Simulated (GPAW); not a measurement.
Two runs for the C K edge of atom 2 in TiC (Fm-3m). Run A: GPAW, PBE, excited-electron core hole (neutral cell), 16-atom cell with 6.1 Å between holes, 7×7×7 k points, dipole transitions, Gaussian full width 0.9 eV up to 4 eV, rising linearly to 3.5 eV at 25 eV. Run B differs in one choice.

Energy from the lowest empty level; intensity scaled to a mean of 1 over the first 20 eV:

```csv
E (eV),A,B
-2.0,0.00,0.00
-1.5,0.00,0.00
-1.0,0.00,0.00
-0.5,0.04,0.07
0.0,0.28,0.34
0.5,0.64,0.68
1.0,0.80,0.84
1.5,0.94,1.04
2.0,1.29,1.50
2.5,1.88,2.30
3.0,2.65,2.70
3.5,2.23,1.65
4.0,1.23,1.12
4.5,0.98,0.89
5.0,0.78,0.90
5.5,0.89,1.20
6.0,1.21,1.42
6.5,1.40,1.25
7.0,1.22,0.70
7.5,0.70,0.24
8.0,0.26,0.10
8.5,0.12,0.15
9.0,0.15,0.28
9.5,0.26,0.48
10.0,0.44,0.75
10.5,0.67,1.00
11.0,0.91,1.21
11.5,1.12,1.38
12.0,1.31,1.58
12.5,1.51,1.83
13.0,1.72,1.99
13.5,1.86,1.91
14.0,1.83,1.61
14.5,1.61,1.23
15.0,1.32,0.90
15.5,1.05,0.67
16.0,0.82,0.53
16.5,0.65,0.48
17.0,0.54,0.48
17.5,0.49,0.50
18.0,0.49,0.51
18.5,0.50,0.51
19.0,0.50,0.49
19.5,0.50,0.47
20.0,0.48,0.45
20.5,0.47,0.42
21.0,0.45,0.39
21.5,0.42,0.35
22.0,0.39,0.32
22.5,0.35,0.30
23.0,0.32,0.28
23.5,0.29,0.27
24.0,0.28,0.28
24.5,0.27,0.29
25.0,0.27,0.32
25.5,0.29,0.37
26.0,0.32,0.43
26.5,0.37,0.52
27.0,0.43,0.61
27.5,0.51,0.71
28.0,0.60,0.80
28.5,0.69,0.89
29.0,0.78,0.97
29.5,0.86,1.02
30.0,0.93,1.06
30.5,0.99,1.06
31.0,1.03,1.04
31.5,1.04,1.00
32.0,1.03,0.95
```

The database entry behind the starting cell differs from later determinations by our own check (0.1 to 0.3 % short, probably kX units), so it need not match the best structure at ambient conditions.

Q: What was changed?
a) the volume of the cell
b) the size of the supercell
c) the k mesh of the spectrum
d) the plane-wave cutoff

(a): run B changes the volume scale from 1 to 1.06. The scaled spectrum changes by 22 % r.m.s. A shift of -0.4 eV leaves 11 %. The highest intensity below 16 eV goes from 3.1 eV (2.71) to 2.9 eV (2.75). Other settings could leave a like mark; this is the one that was changed.

[Banner, clock and machine lines of the logs are left out without a mark of their own.]

[Logs are printed without paths, hosts, clocks, repeated set-up lines and the standing remarks that a program may print on its own settings, such as how far it seeks lower states.]

[Hosts, paths, dates, database ids (printed as entryN), source tags and the programs' standing remarks are cut or masked in the printed files.]

[Lists of maxima count a maximum above −3 eV only where it reaches 4 % of the highest in the window and stands out from its surroundings by 2 % of it (1.5 % where it reaches 55 %); shoulders and weaker maxima are passed over, and of the rest the first, up to two pre-edge ones and the few strongest are named.]
